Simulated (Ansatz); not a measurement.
Computed results, one entry a study.

From HSE06 to G0W0: LiNbO3 (R3c). It takes space group R3c (No. 161, trigonal). Conventional cell: a = 5.152 Å, b = 5.152 Å, c = 13.869 Å, α = 90.00°, β = 90.00°, γ = 120.00°. Nearest to Li lie 6 O at 2.07 to 2.24 Å. Nearest to Nb lie 6 O at 1.88 to 2.13 Å. Nearest to O lie 2 Nb at 1.88 to 2.13 Å and 2 Li at 2.07 to 2.24 Å. Farther neighbours and most contacts between anions are not listed. The calculation used G0W0 on HSE06, plane waves, PAW (and 1 further level or step) in Ansatz 0.2.0, with cutoff 930 eV, 4×4×4 k-mesh, {"kind": "paw", "source": "ansatz"}, empty bands 631, screening cutoff 190 eV, screening contour deformation, QP bands (v3, c3), PAW set ansatz in one of its runs. The HSE06 gap over mesh and listed points is 5.033 eV, from k = (-0.150, -0.150, -0.150) to k = (-0.381, 0.000, -0.619) and the G0W0@HSE06 gap over all 13 irreducible mesh points is 5.669 eV, from k = Γ to k = (0.000, 0.250, -0.500). The HSE06+SOC gap over mesh and listed points is 4.988 eV and the GW settings are 4×4×4 mesh, 631 empty bands, screening to 190 eV, hard PAW files. The known limits are finite bands, screening cutoff and k mesh; no spin-orbit coupling in G0W0. It took 2 runs, 4.4 min in all on 1 × NVIDIA H100 80GB HBM3 (shared by 3 runs) with 4 threads of AMD EPYC 7R13 (Zen 3), shared host (the runs of this entry). Over all 13 irreducible mesh points the G0W0 gap is 5.669 eV, from k = Γ to k = (0.000, 0.250, -0.500). The HSE06 gap of this run on the mesh is 5.062 eV. The two states that bound the G0W0 gap lie that far apart at the start, so the correction of the gap is 5.669 − 5.062 = +0.607 eV. The valence state moves by 6.055 − 6.137 = −0.082 eV and the conduction state by 11.724 − 11.199 = +0.525 eV, on the run's own scale; how far single levels stand from their limit in bands is not shown. In doubt: masses and optical values from hybrid runs of this build are listed as unsure (in some of the runs), which bears on the screening that GW takes from such a start. The cell and positions come from the Crystallography Open Database and are kept as given unless a step says otherwise. Limits: no spin-orbit coupling.

```xyz
10
Lattice="2.5758 1.4871 4.6230 -2.5758 1.4871 4.6230 0.0000 -2.9743 4.6230" Properties=species:S:1:pos:R:3 pbc="T T T"
Li    0.0000    0.0000    3.9041
Li    0.0000    0.0000   10.8386
Nb    0.0000    0.0000    0.0008
Nb    0.0000    0.0000    6.9353
O    -0.6338   -1.4403    5.5026
O     1.5642    0.1713    5.5026
O    -0.9305    1.2690    5.5026
O    -1.6453   -0.2181    7.8141
O     0.6338    1.5340    7.8141
O     1.0116   -1.3159    7.8141
```

[Paths, hosts, dates, memory and timing lines, banners, echoed tables and standing remarks are left out of the program output.]

[Logs are printed without paths, hosts, clocks, repeated set-up lines and the standing remarks that a program may print on its own settings, such as how far it seeks lower states.]

[Runs of the session that timed out or met a known fault of the program may be left out.]

[Cells called generated may have been cut or substituted from an entry of the Crystallography Open Database or the Materials Project.]

[Hosts, paths, dates, database ids (printed as entryN), source tags and the programs' standing remarks are cut or masked in the printed files.]
